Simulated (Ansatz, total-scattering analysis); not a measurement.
# La4Ti9O24: neutron diffraction with isotope substitution

Two samples of La4Ti9O24 (La 10.8, Ti 24.3, O 64.9 atom %; 2000 K, fixed volume (mean pressure 4.6 GPa); ρ₀ = 0.0748 Å⁻³) differ only in the isotope of Ti: 46Ti (b = 4.72 fm) and 48Ti (b = -5.86 fm). Other lengths: La 8.24, O 5.8037 fm. The data are simulated by ab initio molecular dynamics with Ansatz (PBE-D3(BJ), plane waves, PAW default files, Langevin thermostat, no spin, fixed volume), at a lowered cutoff of 330 eV. The average runs over 0.80 ps of 74 atoms, so shells between rare elements are rough. Mean temperature 1968 K, largest m.s.d. 1.42 Å², energy drift -25 meV an atom (last third less first, no steady trend), Langevin friction 10 ps⁻¹; the first quarter of the run is discarded. Preparation: a classical melt of Nd4Ti9O24 with the elements renamed and the cell rescaled, then 0.1 ps at 2800 K with a cheaper basis and a friction of 10 ps⁻¹ (mean temperature of the first stage 2900 K), too short to forget the start in full. So short a stretch relaxes bonds and nearest shells but still remembers its start. It is a liquid as far as so short a run tells. The partials come from the cell's reciprocal vectors below 4 Å⁻¹ and from g(r) above; absorption, incoherent and inelastic scattering are left out. F(Q) = Σ ci cj bi bj (Sij − 1), in barn per steradian and atom:

| Q (Å⁻¹) | 46Ti | 48Ti | difference |
| --- | --- | --- | --- |
| 0.9 | -0.315 | -0.266 | -0.050 |
| 1.2 | -0.291 | -0.309 | 0.019 |
| 1.5 | -0.268 | -0.292 | 0.024 |
| 1.8 | -0.172 | -0.249 | 0.078 |
| 2.1 | -0.160 | -0.160 | 0.001 |
| 2.4 | -0.082 | 0.188 | -0.270 |
| 2.7 | 0.082 | 0.496 | -0.413 |
| 3.0 | 0.072 | 0.162 | -0.090 |
| 3.3 | 0.008 | -0.036 | 0.044 |
| 3.6 | 0.026 | -0.121 | 0.147 |
| 3.9 | 0.013 | -0.136 | 0.149 |
| 4.2 | 0.002 | -0.103 | 0.105 |
| 4.5 | 0.000 | -0.068 | 0.068 |
| 4.8 | 0.017 | -0.004 | 0.021 |
| 5.1 | 0.029 | 0.061 | -0.032 |
| 5.4 | 0.009 | 0.075 | -0.066 |
| 5.7 | -0.027 | 0.044 | -0.071 |
| 6.0 | -0.043 | 0.015 | -0.058 |
| 6.3 | -0.031 | 0.006 | -0.037 |
| 6.6 | -0.011 | 0.000 | -0.011 |
| 6.9 | 0.009 | -0.012 | 0.021 |
| 7.2 | 0.023 | -0.023 | 0.046 |
| 7.5 | 0.026 | -0.024 | 0.050 |
| 7.8 | 0.018 | -0.018 | 0.036 |
| 8.1 | 0.005 | -0.010 | 0.015 |
| 8.4 | -0.003 | 0.001 | -0.004 |
| 8.7 | -0.007 | 0.011 | -0.018 |
| 9.0 | -0.009 | 0.018 | -0.027 |
| 9.3 | -0.011 | 0.016 | -0.027 |
| 9.6 | -0.010 | 0.010 | -0.020 |
| 9.9 | -0.005 | 0.003 | -0.008 |
| 10.2 | 0.001 | -0.002 | 0.003 |
| 10.5 | 0.005 | -0.007 | 0.011 |
| 10.8 | 0.007 | -0.010 | 0.017 |

The first difference in real space, ΔG(r), in barn (from the pair functions, so without the broadening of a finite Q range):

| r (Å) | first difference G(r) |
| --- | --- |
| 1.22 | -0.233 |
| 1.30 | -0.233 |
| 1.38 | -0.233 |
| 1.46 | -0.233 |
| 1.54 | -0.229 |
| 1.62 | -0.098 |
| 1.70 | 0.291 |
| 1.78 | 0.757 |
| 1.86 | 0.823 |
| 1.94 | 0.664 |
| 2.02 | 0.369 |
| 2.10 | 0.177 |
| 2.18 | 0.040 |
| 2.26 | -0.038 |
| 2.34 | -0.102 |
| 2.42 | -0.142 |
| 2.50 | -0.162 |
| 2.58 | -0.180 |
| 2.66 | -0.178 |
| 2.74 | -0.192 |
| 2.82 | -0.191 |
| 2.90 | -0.183 |
| 2.98 | -0.172 |
| 3.06 | -0.162 |
| 3.14 | -0.145 |
| 3.22 | -0.095 |
| 3.30 | -0.072 |
| 3.38 | -0.041 |
| 3.46 | 0.007 |
| 3.54 | 0.020 |
| 3.62 | 0.053 |
| 3.70 | 0.085 |
| 3.78 | 0.074 |
| 3.86 | 0.080 |
| 3.94 | 0.091 |
| 4.02 | 0.093 |
| 4.10 | 0.089 |
| 4.18 | 0.090 |
| 4.26 | 0.077 |
| 4.34 | 0.064 |
| 4.42 | 0.064 |

**Question.** Which pairs survive in the difference, and what is the first shell of Ti?

Pairs without Ti cancel. ΔG(r) = Σ W [g(r) − 1] with W = 2 c(Ti) c(j) b(j) Δb, and c(Ti)² (b₁² − b₂²) for Ti–Ti: Ti–La 0.0459, Ti–Ti -0.0071, Ti–O 0.1938 barn. At small r, ΔG → −ΣW = -0.232; in this finite cell the Ti–Ti term carries (N − 1)/N with N = 18 atoms of Ti, which gives -0.233.

The first feature, at 1.83 Å, is Ti–O. n = 4πρ₀ c(O)/W ∫ r² [ΔG − ΔG(0)] dr up to 2.78 Å gives 5.3 O around each Ti; the coordinates give 5.38 up to 2.78 Å.

Shells of Ti from the coordinates: Ti–O at 1.83 Å, 5.4 neighbours to 2.78 Å; Ti–Ti at 3.41 Å, 6.5 neighbours to 4.42 Å, a soft count; La–Ti at 3.68 Å, 3.3 neighbours to 4.56 Å, a soft count (first peaks with a usable minimum only).
